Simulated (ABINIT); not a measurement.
# Quasiparticle gap of NaMgF3 (Pm-3m) in ABINIT

How does a plane-wave GW calculation on NaMgF3 (Pm-3m) run from the first input to the gap?

Program: ABINIT 10.8.3. Level of theory: LDA and many-body steps on it, plane waves. Values are calculated unless marked as measured.

This is a report of a sequence of runs, with the program logs left out and the cost of each run kept.

## Step 1: The system as given

Symmetry: Pm-3m, No. 221, cubic system. The conventional cell has a = 3.951 Å, b = 3.951 Å, c = 3.951 Å, α = 90.00°, β = 90.00°, γ = 90.00°. Nearest to Na lie 12 F at 2.79 Å. Nearest to Mg lie 6 F at 1.98 Å. Nearest to F lie 2 Mg at 1.98 Å and 4 Na at 2.79 Å. Farther neighbours, and contacts between anions beyond the nearest, are not listed.

The cell and positions are those that the Materials Project relaxed with its own functionals (PBE, PBE+U or r2SCAN), kept fixed.

## Step 2: Ground state

This step: ABINIT 10.8.3; DFT, LDA, plane waves, norm-conserving pseudopotentials.

The ground-state density comes first.

Contents of run.abi:

```
acell 3*1.0 Angstrom
rprim 
  3.950839000000 0.000000000000 0.000000000000
  0.000000000000 3.950839000000 0.000000000000
  0.000000000000 0.000000000000 3.950839000000
ntypat 3
znucl 11 12 9
natom 5
typat 1 2 3 3 3
xred 
  0.000000000000 0.000000000000 0.000000000000
  0.500000000000 0.500000000000 0.500000000000
  0.500000000000 0.500000000000 0.000000000000
  0.500000000000 0.000000000000 0.500000000000
  0.000000000000 0.500000000000 0.500000000000
pp_dirpath "pseudos"
pseudos "Na.upf, Mg.upf, F.upf"
ecut 38
ngkpt 6 6 6
nshiftk 1
shiftk 0 0 0
kptopt 1
chksymbreak 0
nband 26
occopt 1
tolvrs 1e-10
nstep 60
prtwf 0
optforces 0
optstress 0
indata_prefix "in"
outdata_prefix "out"
tmpdata_prefix "tmp"
```

On the command line:

```
> OMP_NUM_THREADS=1 mpirun -n 4 abinit run.abi > log
```

It took 31 s on 4 MPI ranks of Arm Neoverse V1, shared host; peak memory 0.34 GiB.

Numbers from this step:

- total energy: -4869.7006 eV
- gap: 5.650 eV
- k of the valence top: 0.5, 0.5, 0.5
- k of the conduction bottom: 0, 0, 0
- least direct gap: 6.107 eV

The gap is indirect, with the least direct gap 0.46 eV higher.

## Step 3: Bands along the symmetry lines

Levels along a band path, at the cheap level, show where the edges lie and whether the meshes to come will hold them.

Contents of run.abi:

```
acell 3*1.0 Angstrom
rprim 
  3.950839000000 0.000000000000 0.000000000000
  0.000000000000 3.950839000000 0.000000000000
  0.000000000000 0.000000000000 3.950839000000
ntypat 3
znucl 11 12 9
natom 5
typat 1 2 3 3 3
xred 
  0.000000000000 0.000000000000 0.000000000000
  0.500000000000 0.500000000000 0.500000000000
  0.500000000000 0.500000000000 0.000000000000
  0.500000000000 0.000000000000 0.500000000000
  0.000000000000 0.500000000000 0.500000000000
pp_dirpath "pseudos"
pseudos "Na.upf, Mg.upf, F.upf"
ecut 38
iscf -2
irdden 1
kptopt 0
nkpt 50
kpt 
  0.00000000 0.00000000 0.00000000
  0.00000000 0.06250000 0.00000000
  0.00000000 0.12500000 0.00000000
  0.00000000 0.18750000 0.00000000
  0.00000000 0.25000000 0.00000000
  0.00000000 0.31250000 0.00000000
  0.00000000 0.37500000 0.00000000
  0.00000000 0.43750000 0.00000000
  0.00000000 0.50000000 0.00000000
  0.06250000 0.50000000 0.00000000
  0.12500000 0.50000000 0.00000000
  0.18750000 0.50000000 0.00000000
  0.25000000 0.50000000 0.00000000
  0.31250000 0.50000000 0.00000000
  0.37500000 0.50000000 0.00000000
  0.43750000 0.50000000 0.00000000
  0.50000000 0.50000000 0.00000000
  0.43750000 0.43750000 0.00000000
  0.37500000 0.37500000 0.00000000
  0.31250000 0.31250000 0.00000000
  0.25000000 0.25000000 0.00000000
  0.18750000 0.18750000 0.00000000
  0.12500000 0.12500000 0.00000000
  0.06250000 0.06250000 0.00000000
  0.00000000 0.00000000 0.00000000
  0.06250000 0.06250000 0.06250000
  0.12500000 0.12500000 0.12500000
  0.18750000 0.18750000 0.18750000
  0.25000000 0.25000000 0.25000000
  0.31250000 0.31250000 0.31250000
  0.37500000 0.37500000 0.37500000
  0.43750000 0.43750000 0.43750000
  0.50000000 0.50000000 0.50000000
  0.43750000 0.50000000 0.43750000
  0.37500000 0.50000000 0.37500000
  0.31250000 0.50000000 0.31250000
  0.25000000 0.50000000 0.25000000
  0.18750000 0.50000000 0.18750000
  0.12500000 0.50000000 0.12500000
  0.06250000 0.50000000 0.06250000
  0.00000000 0.50000000 0.00000000
  0.50000000 0.50000000 0.50000000
  0.50000000 0.50000000 0.43750000
  0.50000000 0.50000000 0.37500000
  0.50000000 0.50000000 0.31250000
  0.50000000 0.50000000 0.25000000
  0.50000000 0.50000000 0.18750000
  0.50000000 0.50000000 0.12500000
  0.50000000 0.50000000 0.06250000
  0.50000000 0.50000000 0.00000000
istwfk *1
nband 27
nbdbuf 2
tolwfr 1e-08
nstep 40
prtwf 0
prtvol 0
indata_prefix "in"
outdata_prefix "out"
tmpdata_prefix "tmp"
```

Run time: 33 s. Hardware: 4 MPI ranks; peak memory 0.36 GiB.

Read from the output:

| Property | Result |
| --- | --- |
| gap | 5.650 eV |
| k of the valence top | 0.5, 0.5, 0.5 |
| k of the conduction bottom | 0, 0, 0 |
| least direct gap | 6.107 eV |

The gap is 5.650 eV, as in the run before at this level.

The electronic bands at the labelled points (eV, zero at the top of the highest filled band):

```csv
point,band 17,band 18,band 19,band 20,band 21,band 22,band 23,band 24
Γ,-0.64,-0.46,-0.46,-0.46,5.65,12.90,13.17,13.17
halfway,-0.80,-0.75,-0.51,-0.51,6.63,11.27,13.62,13.84
X,-1.04,-0.85,-0.53,-0.53,8.59,8.99,14.46,14.46
halfway,-1.03,-0.76,-0.74,-0.29,9.07,9.68,12.48,13.91
M,-1.19,-1.03,-1.03,-0.01,10.16,10.76,10.76,12.65
halfway,-0.84,-0.72,-0.68,-0.37,7.43,11.64,11.90,14.15
Γ,-0.64,-0.46,-0.46,-0.46,5.65,12.90,13.17,13.17
halfway,-1.36,-0.38,-0.38,-0.33,8.08,12.07,12.18,12.18
R,-1.18,0.00,0.00,0.00,9.97,12.49,12.49,12.49
halfway,-1.21,-0.42,-0.37,-0.22,9.43,10.24,12.42,13.07
X,-1.04,-0.85,-0.53,-0.53,8.59,8.99,14.46,14.46
jump to R,-1.18,0.00,0.00,0.00,9.97,12.49,12.49,12.49
halfway,-1.18,-0.32,-0.32,-0.01,10.08,11.26,11.26,12.59
M,-1.19,-1.03,-1.03,-0.01,10.16,10.76,10.76,12.65
```

## Step 4: Empty states on the mesh, 2×2×2 mesh, 49 bands

The sums over transitions need many empty states on a uniform mesh; this step solves for them.

Contents of run.abi:

```
acell 3*1.0 Angstrom
rprim 
  3.950839000000 0.000000000000 0.000000000000
  0.000000000000 3.950839000000 0.000000000000
  0.000000000000 0.000000000000 3.950839000000
ntypat 3
znucl 11 12 9
natom 5
typat 1 2 3 3 3
xred 
  0.000000000000 0.000000000000 0.000000000000
  0.500000000000 0.500000000000 0.500000000000
  0.500000000000 0.500000000000 0.000000000000
  0.500000000000 0.000000000000 0.500000000000
  0.000000000000 0.500000000000 0.500000000000
pp_dirpath "pseudos"
pseudos "Na.upf, Mg.upf, F.upf"
ecut 38
ngkpt 2 2 2
nshiftk 1
shiftk 0 0 0
kptopt 1
chksymbreak 0
iscf -2
irdden 1
istwfk *1
nband 49
nbdbuf 4
tolwfr 1e-09
nstep 60
prtvol 0
indata_prefix "in"
outdata_prefix "out"
tmpdata_prefix "tmp"
```

The job ended after 6.9 s (4 MPI ranks; peak memory 0.28 GiB).

Numbers from this step:

* gap: 5.650 eV
* k of the valence top: 0.5, 0.5, 0.5
* k of the conduction bottom: 0, 0, 0
* least direct gap: 6.107 eV
* k points computed: 4
* lowest point of the top converged band, above the valence top: 30.56 eV

On this mesh the gap is 5.650 eV.

## Step 5: Screening, 2×2×2 mesh, 45 bands, screening to 87.1 eV

The RPA dielectric matrix is built and inverted for each q.

This step: RPA screening on LDA, plane waves, norm-conserving pseudopotentials.

run.abi, as its differences from that of step 4:

```diff
@@ -23,10 +23,11 @@
 chksymbreak 0
-iscf -2
-irdden 1
 istwfk *1
-nband 49
-nbdbuf 4
-tolwfr 1e-09
-nstep 60
-prtvol 0
+occopt 1
+irdwfk 1
+optdriver 3
+nband 45
+ecuteps 3.2
+inclvkb 2
+awtr 1
+symchi 1
 indata_prefix "in"
```

It took 5.1 s on 4 MPI ranks; peak memory 0.51 GiB.

Numbers from this step:

| Quantity | Value |
| --- | --- |
| ε∞ with local fields, on this mesh | 1.897 |
| ε∞ without local fields, on this mesh | 1.955 |
| plasma frequency | 29.91 eV |
| plane waves in the screening matrix | 123 |

Local fields lower ε∞ by 3 %. On a Γ-centred mesh this coarse the value itself is usually too large, while a short band sum pulls it down.

## Step 6: Self-energy, 2×2×2 mesh, 45 bands, screening to 87.1 eV

The self-energy is evaluated for the states that the input lists, and the quasiparticle equation is solved.

This step: G0W0 on LDA, plane waves, norm-conserving pseudopotentials.

run.abi, as its differences from that of step 5:

```diff
@@ -26,8 +26,17 @@
 irdwfk 1
-optdriver 3
+optdriver 4
 nband 45
+gwcalctyp 0
+ecutsigx 38
+symsigma 1
+nkptgw 2
+kptgw 
+  0.5000000000 0.5000000000 0.5000000000
+  0.0000000000 0.0000000000 0.0000000000
+bdgw 
+  18 24
+  18 22
 ecuteps 3.2
-inclvkb 2
-awtr 1
-symchi 1
+irdscr 1
+ppmodel 1
 indata_prefix "in"
```

It took 3.9 s on 4 MPI ranks; peak memory 0.69 GiB; 15 s of CPU time.

Read from the output:

| Property | Result |
| --- | --- |
| G0W0 gap on the mesh | 10.37 eV |
| starting gap on the mesh | 5.650 eV |
| k of the valence top | 0.5, 0.5, 0.5 |
| k of the conduction bottom | 0, 0, 0 |
| Z at the valence top | 0.82 |
| Z at the conduction bottom | 0.902 |
| least direct G0W0 gap on the computed points | 10.87 eV |

The gap on the mesh goes from 5.65 eV to 10.37 eV, a correction of +4.72 eV.

Limits: finite bands, cutoff and mesh; coarse k mesh. v1 is the top filled band, c1 the lowest empty one. The levels before and after the correction (eV, zero at the valence-band top of each column):

```csv
,conduction bottom,valence top
Kohn-Sham,5.65,0.00
G0W0,10.37,0.00
```

```csv
,level,energy (eV)
Kohn-Sham,(0.5 0.5 0.5) v3-v1,0.000
Kohn-Sham,(0.5 0.5 0.5) c1,9.965
Kohn-Sham,(0.5 0.5 0.5) c2-c4,12.489
Kohn-Sham,Γ v3-v1,-0.456
Kohn-Sham,Γ c1,5.650
Kohn-Sham,Γ c2,12.896
G0W0,(0.5 0.5 0.5) v3-v1,0.000
G0W0,(0.5 0.5 0.5) c1,14.971
G0W0,(0.5 0.5 0.5) c2-c4,17.840
G0W0,Γ v3-v1,-0.493
G0W0,Γ c1,10.374
G0W0,Γ c2,18.687
```

## Step 7: Where the time went

Times are wall times on 4 MPI ranks of Arm Neoverse V1, shared host, good to a factor of about two.

```csv
step,time,share,memory (GiB)
ground state,31 s,39 %,0.34
bands along the symmetry lines,33 s,41 %,0.36
empty states on the mesh,6.9 s,9 %,0.28
screening,5.1 s,6 %,0.51
self-energy,3.9 s,5 %,0.69
```

## Step 8: What came out

```json
{
  "LDA gap": "5.65 eV, indirect",
  "G0W0 gap on the mesh": "10.37 eV",
  "GW settings": "2×2×2 mesh, 45 bands, screening to 87.1 eV, Godby-Needs plasmon pole",
  "known limits": "short of the basis limit; coarse k mesh"
}
```

What this shows: G0W0 moves the gap on the mesh from 5.65 eV to 10.37 eV (+4.72 eV), with Z of 0.82 and 0.90 at the edges. Local fields lower the RPA ε∞ on this mesh from 1.95 to 1.90; a Γ-centred mesh this coarse tends to raise both, most where the direct gap is narrow, while a short band sum lowers them. Bands and cutoff are finite, so the gap stands short of the basis limit, usually by up to a few tenths of an eV; the mesh is an error of its own. The 2×2×2 mesh is coarse for this cell, which bears on the long-range parts of exchange and screening. This is the ideal cubic cell; many perovskites, halides above all, are cubic only on average, and local tilts or off-centring can widen the gap.

[Long decimals in the printed logs are rounded to 6 places.]

[Logs are printed without paths, hosts, clocks, repeated set-up lines and the standing remarks that a program may print on its own settings, such as how far it seeks lower states.]

[Paths, hosts, dates, memory and timing lines, banners, echoed tables and standing remarks are left out of the program output; an Ansatz launch command may be rebuilt from the run's recorded settings. Measured values are a selection of at most five: reports struck by readers or far from the other reports are left out. None is set beside runs whose start may be inverted or whose files or cutoffs have a known fault.]

[Runs of the session that timed out or met a known fault of the program may be left out.]

[Hosts, paths, dates, database ids (printed as entryN), source tags and the programs' standing remarks are cut or masked in the printed files.]

[G0W0 gaps are taken among the corrected bands and points alone; a level outside them can change the order at an edge.]

[Where Ansatz stands beside ABINIT at settings called matched, ABINIT's density can come from a denser mesh and the files from another edition; pairs whose starting gaps differed by over 0.03 eV were left out, so agreement reads better than it is.]
